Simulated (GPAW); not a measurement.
**A GW chain in GPAW: NH4Br (P-43m)**

Wanted: ground state, empty states, screening and self-energy for NH4Br (P-43m).

Method: LDA and many-body steps on it, plane waves, in GPAW 26.7.0.

## 1. The structure

It takes space group P-43m (No. 215, cubic). The conventional cell has a = 4.000 Å, b = 4.000 Å, c = 4.000 Å, α = 90.00°, β = 90.00°, γ = 90.00°. H has 1 N at 1.03 Å nearest. Nearest to Br lie 4 H at 2.44 Å. Nearest to N lie 4 H at 1.03 Å. Farther neighbours and most contacts between anions are not listed.

The cell and positions come from the Crystallography Open Database and are kept as given unless a step says otherwise.

## 2. Ground state

This step: GPAW 26.7.0; DFT, LDA, plane waves, PAW.

The ground-state density comes first.

The input, run.py:

```python
import json
import numpy as np
from gpaw.mpi import world
from ase import Atoms
from gpaw import GPAW, PW, FermiDirac

atoms = Atoms(['H', 'H', 'H', 'H', 'Br', 'N'],
    cell=[[4.0000000000, 0.0000000000, 0.0000000000],
      [0.0000000000, 4.0000000000, 0.0000000000],
      [0.0000000000, 0.0000000000, 4.0000000000]],
    scaled_positions=[[0.1480000000, 0.1480000000, 0.1480000000],
      [0.1480000000, 0.8520000000, 0.8520000000],
      [0.8520000000, 0.8520000000, 0.1480000000],
      [0.8520000000, 0.1480000000, 0.8520000000],
      [0.5000000000, 0.5000000000, 0.5000000000],
      [0.0000000000, 0.0000000000, 0.0000000000]],
    pbc=(True, True, True))
calc = GPAW(mode=PW(600),
    xc='LDA',
    kpts={'size': (6, 6, 6), 'gamma': True},
    occupations=FermiDirac(0.001),
    nbands=-9,
    convergence={'density': 1e-6, 'bands': -3},
    maxiter=100,
    txt='gs.txt')
atoms.calc = calc
res = {'energy': atoms.get_potential_energy()}
kpts = calc.get_ibz_k_points()
res['kpts'] = kpts
res['eigenvalues'] = [calc.get_eigenvalues(kpt=k) for k in range(len(kpts))]
res['n_electrons'] = calc.get_number_of_electrons()
calc.write('gs.gpw')

if world.rank == 0:
    with open('result.json', 'w') as f:
        json.dump(res, f, default=lambda x: x.tolist())
```

Command:

```console
$ mpirun -n 4 gpaw python run.py
```

Numbers of over 12 decimals in the logs are rounded to 6 here.

Log:

```text
__  _  _
 | _ |_)|_||  |
 |__||  | ||/\| - 26.7.0

Input parameters:
  mode=PW(ecut=600.0),
  convergence={'density': 1e-06, 'bands': -3},
  kpts=MonkhorstPack(size=(6, 6, 6), gamma=True),
  maxiter=100,
  nbands=-9,
  occupations=Occupations(name='fermi-dirac', width=0.001, fixmagmom=False),
  xc=XC(name='LDA')
  [... matrices ...]
Diagonalizing LCAO Hamiltonian
Converting LCAO to pw mode
   .---------.
  /|H        |
 * |      H  |
 | |   Br    |
 | |         |
 | .-------H-.
 |/H        /
 N---------*

Atoms  # Å, Bohr magnetons
|   | symbol |        x |        y |        z |    initial magnetic moments |
| 0 |      H | 0.592000 | 0.592000 | 0.592000 | ( 0.0000,  0.0000,  0.0000) |
| 1 |      H | 0.592000 | 3.408000 | 3.408000 | ( 0.0000,  0.0000,  0.0000) |
| 2 |      H | 3.408000 | 3.408000 | 0.592000 | ( 0.0000,  0.0000,  0.0000) |
| 3 |      H | 3.408000 | 0.592000 | 3.408000 | ( 0.0000,  0.0000,  0.0000) |
| 4 |     Br | 2.000000 | 2.000000 | 2.000000 | ( 0.0000,  0.0000,  0.0000) |
| 5 |      N | 0.000000 | 0.000000 | 0.000000 | ( 0.0000,  0.0000,  0.0000) |

Unit cell  # Å
| periodic |        x |        y |        z |  lengths |    angles |
|      yes | 4.000000 | 0.000000 | 0.000000 | 4.000000 | 90.000000 |
|      yes | 0.000000 | 4.000000 | 0.000000 | 4.000000 | 90.000000 |
|      yes | 0.000000 | 0.000000 | 4.000000 | 4.000000 | 90.000000 |

Number of symmetries: 24
Symmetry operations  # r_c * U_cc + t_c -> r_c
|    | kind |            matrix            |
|  0 |  E   |  1, 0, 0,  0, 1, 0,  0, 0, 1 |
|  1 |  σ   |  1, 0, 0,  0, 0, 1,  0, 1, 0 |
|  2 |  σ   |  1, 0, 0,  0, 0,-1,  0,-1, 0 |
|  3 |  C2  |  1, 0, 0,  0,-1, 0,  0, 0,-1 |
|  4 |  σ   |  0, 1, 0,  1, 0, 0,  0, 0, 1 |
|  5 |  C3  |  0, 1, 0,  0, 0, 1,  1, 0, 0 |
|  6 |  C3  |  0, 1, 0,  0, 0,-1, -1, 0, 0 |
|  7 |  S4  |  0, 1, 0, -1, 0, 0,  0, 0,-1 |
|  8 |  C3  |  0, 0, 1,  1, 0, 0,  0, 1, 0 |
|  9 |  σ   |  0, 0, 1,  0, 1, 0,  1, 0, 0 |
| 10 |  S4  |  0, 0, 1,  0,-1, 0, -1, 0, 0 |
| 11 |  C3  |  0, 0, 1, -1, 0, 0,  0,-1, 0 |
| 12 |  C3  |  0, 0,-1,  1, 0, 0,  0,-1, 0 |
| 13 |  σ   |  0, 0,-1,  0, 1, 0, -1, 0, 0 |
| 14 |  S4  |  0, 0,-1,  0,-1, 0,  1, 0, 0 |
| 15 |  C3  |  0, 0,-1, -1, 0, 0,  0, 1, 0 |
| 16 |  S4  |  0,-1, 0,  1, 0, 0,  0, 0,-1 |
| 17 |  C3  |  0,-1, 0,  0, 0, 1, -1, 0, 0 |
| 18 |  C3  |  0,-1, 0,  0, 0,-1,  1, 0, 0 |
| 19 |  σ   |  0,-1, 0, -1, 0, 0,  0, 0, 1 |
| 20 |  C2  | -1, 0, 0,  0, 1, 0,  0, 0,-1 |
| 21 |  S4  | -1, 0, 0,  0, 0, 1,  0,-1, 0 |
| 22 |  S4  | -1, 0, 0,  0, 0,-1,  0, 1, 0 |
| 23 |  C2  | -1, 0, 0,  0,-1, 0,  0, 0, 1 |

BZ-sampling:
  Number of BZ points: 216
  Number of IBZ points: 20

  Monkhorst-Pack size: [6, 6, 6]
  Monkhorst-Pack shift: [0.083333, 0.083333, 0.083333]

K-points  # in reciprocal-cell coordinates
|     |                                coordinates |     weight |
|   0 | (  0.00000000,   0.00000000,   0.00000000) | 0.00462963 |
|   1 | (  0.16666667,   0.00000000,   0.00000000) | 0.02777778 |
|   2 | (  0.16666667,   0.16666667,   0.00000000) | 0.05555556 |
|   3 | (  0.16666667,   0.16666667,   0.16666667) | 0.03703704 |
|   4 | (  0.33333333,   0.00000000,   0.00000000) | 0.02777778 |
|   5 | (  0.33333333,   0.16666667,   0.00000000) | 0.11111111 |
|   6 | (  0.33333333,   0.16666667,   0.16666667) | 0.11111111 |
|   7 | (  0.33333333,   0.33333333,   0.00000000) | 0.05555556 |
|   8 | (  0.33333333,   0.33333333,   0.16666667) | 0.11111111 |
|   9 | (  0.33333333,   0.33333333,   0.33333333) | 0.03703704 |
| ... |                                            |            |
|  19 | (  0.50000000,   0.50000000,   0.50000000) | 0.00462963 |

Plane wave coefficients: 2176
Cutoff: 600.0 eV

Spin-components: 1 (collinear spins)
Bands:           17
Projectors:      22
Spin-degeneracy: 2
Datatype:        complex128

  Storage: CPU
  Wave functions: 11_440_320 bytes (2_860_080 per core)
  Projectors: 18_842_880 bytes (4_710_720 per core)
  [... matrices ...]
Parallelization:
  kpt:    4
  domain: 1
  band:   1

Density:
  Valence electrons: 16.0
  Components: 1
  Grid points: [24 24 24]
  Charge: 0.0  # |e|

Potential:
  Grid points: [24 24 24]

species:
  H:
    name:    Hydrogen
    Z:       1.0
    valence: 1
    core:    0
    charge:  0.0  # [|e|]
    compensation charges:
      type: gauss
      rc: 0.15  # [Å]
      lmax: 2
    cutoffs:
      filter: 0.85  # [Å]
      core: 0.53  # [Å]
    projectors
    | kind |    occ | energy [eV] | rcut [Å] |
    |   1s |  1.000 |      -6.353 |    0.476 |
    |    s |        |      20.858 |    0.476 |
    |    p |        |       0.000 |    0.476 |

    Using partial waves for H as LCAO basis

  Br:
    name:    Bromine
    Z:       35.0
    valence: 7
    core:    28
    charge:  0.0  # [|e|]
    compensation charges:
      type: gauss
      rc: 0.35  # [Å]
      lmax: 2
    cutoffs:
      filter: 1.98  # [Å]
      core: 2.38  # [Å]
    projectors
    | kind |    occ | energy [eV] | rcut [Å] |
    |   4s |  2.000 |     -20.306 |    1.111 |
    |   4p |  5.000 |      -8.003 |    1.111 |
    |    s |        |       6.906 |    1.111 |
    |    p |        |      19.208 |    1.111 |
    |    d |        |       0.000 |    1.111 |

    Using partial waves for Br as LCAO basis

  N:
    name:    Nitrogen
    Z:       7.0
    valence: 5
    core:    2
    charge:  0.0  # [|e|]
    compensation charges:
      type: gauss
      rc: 0.18  # [Å]
      lmax: 2
    cutoffs:
      filter: 1.11  # [Å]
      core: 0.96  # [Å]
    projectors
    | kind |    occ | energy [eV] | rcut [Å] |
    |   2s |  2.000 |     -18.420 |    0.603 |
    |   2p |  3.000 |      -7.237 |    0.529 |
    |    s |        |       8.791 |    0.603 |
    |    p |        |      19.974 |    0.529 |
    |    d |        |       0.000 |    0.577 |

    Using partial waves for N as LCAO basis

Reference energy: -72331.934665  # eV

eigensolver:
  PPCG
  Converge bands: -3
  niter=2

density mixing:
  MSR1-Mixer
  Pratt-step length: 0.05
  Maximum mixing coefficient: 0.75
  Old densities: 10
  SVD Regularization: 0.005
  Good broyden scale: 1.0
  Trust region scale: 1.0
  Backstep threshold: 4.0
  History deletion threshold: 6.0
  Fourier metric: weight=20.0, sigma=0.015

occupation numbers:
  Fermi-Dirac:
    width: 0.0010  # eV

poisson solver:
  ecut: 4800.0  # eV

xc functional:
  name: None

Initialization done in: 0.750 s

convergence criteria:
- Maximum integral of absolute [dens]ity change: 1e-06 electrons / valence electron
- Maximum [total energy] change in last 3 cyles: 0.0005 eV / valence electron
- Maximum integral of absolute [eigenst]ate change: 4e-08 eV^2 / valence electron
maximum number of iterations: 100

SCF iterations
|iter     |     time |      energy | eigst |  dens |
|iter:   1|  |  -30.405882 | +1.83 |       |
|iter:   2|  |  -29.998256 | +0.23 | -0.76 |
|iter:   3|  |  -28.488460 | -0.20 | -0.79 |
|iter:   4|  |  -28.467459 | -1.67 | -1.38 |
|iter:   5|  |  -28.462411 | -2.66 | -1.75 |
|iter:   6|  |  -28.462328c| -4.30 | -2.63 |
|iter:   7|  |  -28.462333c| -5.71 | -2.99 |
|iter:   8|  |  -28.462333c| -7.43c| -4.11 |
|iter:   9|  |  -28.462333c| -7.79c| -4.56 |
|iter:  10|  |  -28.462333c| -8.55c| -5.97 |
|iter:  11|  |  -28.462333c| -9.22c| -6.43c|

Converged in 11 steps
SCF loop duration: 2.919 s (0.265 s/step)
Energy contributions relative to reference atoms: (reference = -72331.934665)
  [... matrices ...]
Energy contributions:
  Kinetic:          30.873657
  Coulomb:         -33.792333
  Zero:              0.003669
  External:          0.000000
  Xc:              -25.547326
  Entropy:          -0.000000
  Spinorbit:         0.000000
  ----------------------------
  Free energy:     -28.462333
  Extrapolated:    -28.462333

dipole moment: (-9.883908, -9.883908, -9.883908)  # |e|*Ang

Fermi level: 2.110
Eigenvalues  # (at kpt = [0.000, 0.000, 0.000])
| band index |      eig [eV] | occ [0-2] |
|          0 |       -18.009 |     2.000 |
|          1 |       -12.572 |     2.000 |
|          2 |        -7.348 |     2.000 |
|          3 |        -7.348 |     2.000 |
|          4 |        -7.348 |     2.000 |
|          5 |         0.065 |     2.000 |
|          6 |         0.065 |     2.000 |
|          7 |         0.065 |     2.000 |
|          8 |         4.089 |     0.000 |
|          9 |         6.782 |     0.000 |
|         10 |         6.782 |     0.000 |
|         11 |         9.901 |     0.000 |
|         12 |         9.901 |     0.000 |
|         13 |         9.901 |     0.000 |
|         14 |        14.549 |     0.000 |
|         15 |        14.549 |     0.000 |
|         16 |        14.549 |     0.000 |

Gap: 3.937 eV
Transition (v -> c):
  (s=0, k=16, n=7, [0.50, 0.50, 0.00]) -> (s=0, k=0, n=8, [0.00, 0.00, 0.00])
Direct/indirect transitions are different
Direct gap: 4.025 eV
Transition at: (s=0, k=0, n=7, [0.00, 0.00, 0.00])
# Writing to gs.gpw (mode='')
  [... matrices ...]
```

Run time: 5.2 s. Hardware: 4 MPI ranks of Arm Neoverse V2, shared host; peak memory 0.75 GiB; 20 s of CPU time.

This step gave:

* total energy: -28.46 eV
* gap: 3.937 eV
* k of the valence top: 0.5, 0.5, 0
* k of the conduction bottom: 0, 0, 0
* least direct gap: 4.025 eV

The gap is indirect, with the least direct gap 0.09 eV higher.

## 3. Empty states on the mesh, 4×4×4 mesh, 155 bands

The sums over transitions need many empty states on a uniform mesh; this step solves for them.

The input, run.py:

```python
import json
import numpy as np
from gpaw.mpi import world
from gpaw import GPAW

calc = GPAW('gs.gpw').fixed_density(kpts={'size': (4, 4, 4), 'gamma': True},
    parallel={'domain': 1, 'band': 1},
    txt='nscf.txt')
calc.diagonalize_full_hamiltonian(nbands=155)
calc.write('full.gpw', mode='all')
res = {}
kpts = calc.get_ibz_k_points()
res['kpts'] = kpts
res['eigenvalues'] = [calc.get_eigenvalues(kpt=k) for k in range(len(kpts))]
res['n_electrons'] = calc.get_number_of_electrons()

if world.rank == 0:
    with open('result.json', 'w') as f:
        json.dump(res, f, default=lambda x: x.tolist())
```

Command:

```console
$ mpirun -n 4 gpaw python run.py
```

Log:

```text
Diagonalizing LCAO Hamiltonian
Converting LCAO to pw mode
convergence criteria:
- Maximum integral of absolute [eigenst]ate change: 4e-08 eV^2 / valence electron
maximum number of iterations: 100

SCF iterations
|iter     |     time |      energy | eigst |  dens |
|iter:   1|  |             | +1.81 |       |
|iter:   2|  |             | +0.29 |       |
|iter:   3|  |             | -0.08 |       |
|iter:   4|  |             | -1.72 |       |
|iter:   5|  |             | -3.67 |       |
|iter:   6|  |             | -5.24 |       |
|iter:   7|  |             | -6.44 |       |
|iter:   8|  |             | -7.44c|       |
SCF steps: 8
  __  _  _
 | _ |_)|_||  |
 |__||  | ||/\| - 26.7.0

Input parameters:
  mode=PW(ecut=600.0),
  convergence={'density': 1e-06, 'bands': -3},
  gpts=array([24, 24, 24]),
  kpts=MonkhorstPack(size=(4, 4, 4), gamma=True),
  maxiter=100,
  nbands=17,
  occupations=Occupations(name='fermi-dirac', width=0.001, fixmagmom=False),
  parallel={'domain': 1, 'band': 1},
  xc=XC(name='LDA')
Matrix size: 2120x2120
# Writing to full.gpw (mode='all')
  [... matrices ...]

timing:  # [seconds]
  Total: 28.903  # ━━━━━━━━━━━━━━━━━━━━━━━━━━━━━━━━━━━━━━━━━━━━━━━━━━━━━━━━━━
```

Elapsed: 32 s, on 4 MPI ranks; peak memory 2.1 GiB; 2.1 min of CPU time.

Numbers from this step:

```yaml
gap: 3.937 eV
k_of_the_valence_top: 0.5, 0.5, 0
k_of_the_conduction_bottom: 0, 0, 0
least_direct_gap: 4.025 eV
k_points_computed: 10
lowest_point_of_the_top_converged_band_above_the_valence_top: 94.4635 eV
```

On this mesh the gap is 3.937 eV.

## 4. Screening and self-energy, 4×4×4 mesh, 145 bands, screening to 100 eV

Now the one-shot GW correction: screening in the RPA, then the self-energy of the levels asked for.

This step: G0W0 on LDA, plane waves, PAW.

The input, run.py:

```python
import json
import numpy as np
from gpaw.mpi import world
from gpaw.response.g0w0 import G0W0

gw = G0W0('full.gpw',
    filename='gw',
    kpts=[0, 7],
    bands=(6, 10),
    ecut=100,
    nbands=145,
    integrate_gamma='WS',
    ppa=True)
gw.calculate()
res = {mode: {k: v for k, v in r.items() if k != 'sigma_eskwn'}
       for mode, r in gw.all_results.items()}

if world.rank == 0:
    with open('result.json', 'w') as f:
        json.dump(res, f, default=lambda x: x.tolist())
```

Command:

```console
$ mpirun -n 4 gpaw python run.py
```

Log:

```text
Using integrator: PointIntegrator
FrequencyGridDescriptor(from 0.000+0.000j to 0.000+27.211j eV, 2 points)
Nonperiodic BCs:  [False False False]
Using integrator: PointIntegrator
FrequencyGridDescriptor(from 0.000+0.000j to 0.000+27.211j eV, 2 points)
Nonperiodic BCs:  [False False False]
  ___  _ _ _
 |   || | | |
 | | || | | |
 |__ ||_____|
 |___|

BZ k-points: Symmetries present (total): 24

  [... matrices ...]
64 k-points: 4 x 4 x 4 Monkhorst-Pack grid + [1/8,1/8,1/8]
10 k-points in the irreducible part of the Brillouin zone
       k-points in crystal coordinates                weights
   0:     0.00000000    0.00000000    0.00000000          1/64
   1:     0.25000000    0.00000000    0.00000000          6/64
   2:     0.25000000    0.25000000    0.00000000         12/64
   3:     0.25000000    0.25000000    0.25000000          8/64
   4:     0.50000000    0.00000000    0.00000000          3/64
   5:     0.50000000    0.25000000    0.00000000         12/64
   6:     0.50000000    0.25000000    0.25000000         12/64
   7:     0.50000000    0.50000000    0.00000000          3/64
   8:     0.50000000    0.50000000    0.25000000          6/64
   9:     0.50000000    0.50000000    0.50000000          1/64

Distributing spins, k-points and bands (1 x 2 x 4) over 4 processes
Number of blocks: 1

Quasi particle states:
k-points (IBZ indices): [0, 7]
Band range: (6, 10)
  [... matrices ...]
Computational parameters:
Plane wave cut-off: 100 eV
Number of bands: 145
Coulomb cutoff: None
Broadening: 0.1 eV

fxc modes: GW
Kernel: RPA
Using Godby-Needs plasmon-pole approximation:
  Fitting energy: i*E0, E0 = 1.000 Hartree
Summing all q:

Calculating screened Coulomb potential
No Coulomb truncation
FrequencyGridDescriptor(from 0.000+0.000j to 0.000+27.211j eV, 2 points)
Removing empty qpoint cache files...

Calculating chi0 body with:
    Ground state adapter containing:
    Number of spins: 1
    Number of kpoints: 64
    Number of irreducible kpoints: 10
    Number of completely occupied states: 8
    Number of partially occupied states: 8
    Occupied states memory: 1.6875 M / cpu

    Linear response parametrization:
    q_c: [0.0, 0.0, 0.0]
    Number of frequency points: 2
    Planewave cutoff: 100.0
    Number of bands: 145
    Number of planewaves: 147
    Broadening (eta): 1e-06
    comm.size: 4
    kncomm.size: 4
    blockcomm.size: 1

    Memory estimate of potentially large arrays:
        chi0_wGG: 0.659454 M / cpu
Integrating chi0 body.

Symmetries of q_c:
    Direct symmetries (Uq -> q): 24
    Indirect symmetries (TUq -> q): 24
In total 48 allowed symmetries.

  [... matrices ...]
10 groups of equivalent kpoints. 84.375% reduction.

Integral kind: response function
Integrating chi0 head and wings.

Symmetries of q_c:
    Direct symmetries (Uq -> q): 24
    Indirect symmetries (TUq -> q): 24
In total 48 allowed symmetries.

  [... matrices ...]
10 groups of equivalent kpoints. 84.375% reduction.

Integral kind: response function wings

Calculating chi0 body with:
    Ground state adapter containing:
    Number of spins: 1
    Number of kpoints: 64
    Number of irreducible kpoints: 10
    Number of completely occupied states: 8
    Number of partially occupied states: 8
    Occupied states memory: 1.6875 M / cpu

    Linear response parametrization:
[... the further q-points ...]

Results:
f:      Occupation numbers
eps:     KS-eigenvalues [eV]
vxc:     KS vxc [eV]
exx:     Exact exchange [eV]
sigma:   Self-energies [eV]
dsigma:  Self-energy derivatives
Z:       Renormalization factors
qp:      QP-energies [eV]

k-point 0 (0): (0.000, 0.000, 0.000)                GW
band       f     eps     vxc     exx   sigma  dsigma       Z      qp
                                                                   GW
   6   1.000   0.065 -16.198 -19.643   1.944  -0.224   0.817  -1.162
   7   1.000   0.065 -16.198 -19.643   1.944  -0.224   0.817  -1.162
   8   0.000   4.089 -11.082  -6.463  -3.252  -0.175   0.851   5.253
   9   0.000   6.782  -7.717  -3.217  -3.379  -0.165   0.858   7.744

k-point 1 (7): (0.500, 0.500, 0.000)                GW
band       f     eps     vxc     exx   sigma  dsigma       Z      qp
                                                                   GW
   6   1.000  -0.923 -15.196 -18.997   2.129  -0.230   0.813  -2.283
   7   1.000   0.152 -16.186 -19.629   1.923  -0.224   0.817  -1.089
   8   0.000   5.575  -9.597  -4.924  -3.370  -0.174   0.852   6.685
   9   0.000   6.490 -10.072  -5.079  -3.455  -0.175   0.851   7.799
```

It took 45 s on 4 MPI ranks; peak memory 1.3 GiB.

This step gave:

```
G0W0 gap on the points computed              : 6.342 eV
least direct G0W0 gap on the computed points : 6.414 eV
Z at the valence top                         : 0.8167
Z at the conduction bottom                   : 0.8510
starting gap on the mesh                     : 3.937 eV
k of the valence top                         : 0.5, 0.5, 0
k of the conduction bottom                   : 0, 0, 0
```

The gap on the mesh goes from 3.94 eV to 6.34 eV, a correction of +2.40 eV.

Limits: finite bands, cutoff and mesh; no spin-orbit coupling; coarse k mesh. v1 is the top filled band, c1 the lowest empty one. The levels before and after the correction (eV, zero at the valence-band top of each column):

```csv
,conduction bottom,valence top
Kohn-Sham,3.94,0.00
G0W0,6.34,0.00
```

```csv
,level,energy (eV)
Kohn-Sham,Γ v2-v1,-0.087
Kohn-Sham,Γ c1,3.937
Kohn-Sham,Γ c2,6.630
Kohn-Sham,(0.5 0.5 0) v2,-1.075
Kohn-Sham,(0.5 0.5 0) v1,0.000
Kohn-Sham,(0.5 0.5 0) c1,5.423
Kohn-Sham,(0.5 0.5 0) c2,6.338
G0W0,Γ v2-v1,-0.073
G0W0,Γ c1,6.342
G0W0,Γ c2,8.833
G0W0,(0.5 0.5 0) v2,-1.194
G0W0,(0.5 0.5 0) v1,0.000
G0W0,(0.5 0.5 0) c1,7.774
G0W0,(0.5 0.5 0) c2,8.888
```

## 5. Where the time went

Times are wall times on 4 MPI ranks of Arm Neoverse V2, shared host, good to a factor of about two.

```csv
step,time,share,memory (GiB)
ground state,5.2 s,6 %,0.75
empty states on the mesh,32 s,39 %,2.1
screening and self-energy,45 s,54 %,1.3
```

## 6. Outcome

```
LDA gap              : 3.94 eV, indirect
G0W0 gap on the mesh : 6.34 eV
GW settings          : 4×4×4 mesh, 145 bands, screening to 100 eV, Godby-Needs plasmon pole
known limits         : not at the basis limit; no spin-orbit coupling; coarse k mesh
```

G0W0 moves the gap on the mesh from 3.94 eV to 6.34 eV (+2.40 eV), with Z of 0.82 and 0.85 at the edges. Only 2 of the mesh's irreducible points were corrected, so a valley elsewhere could overtake. Bands and cutoff are finite, so the gap is not at the basis limit. The miss can reach some tenths of an eV and take either sign; the mesh is an error of its own. These stock PAW sets were not made for GW; the filled d or f shell of Br lies in the frozen core, which bears on start and correction. In the G0W0 run levels were corrected at 2 k points alone, so a gap called «on the mesh» is the least over those, and an edge elsewhere would be missed. The 4×4×4 mesh is coarse for this cell, which bears on the long-range parts of exchange and screening. The many-body steps are scalar-relativistic: spin-orbit coupling is not in them.

[Paths, hosts, dates, memory and timing lines, banners, echoed tables and standing remarks are left out of the program output.]

[Logs are printed without paths, hosts, clocks, repeated set-up lines and the standing remarks that a program may print on its own settings, such as how far it seeks lower states.]

[Runs of the session that timed out or met a known fault of the program may be left out.]

[Hosts, paths, dates, database ids (printed as entryN), source tags and the programs' standing remarks are cut or masked in the printed files.]
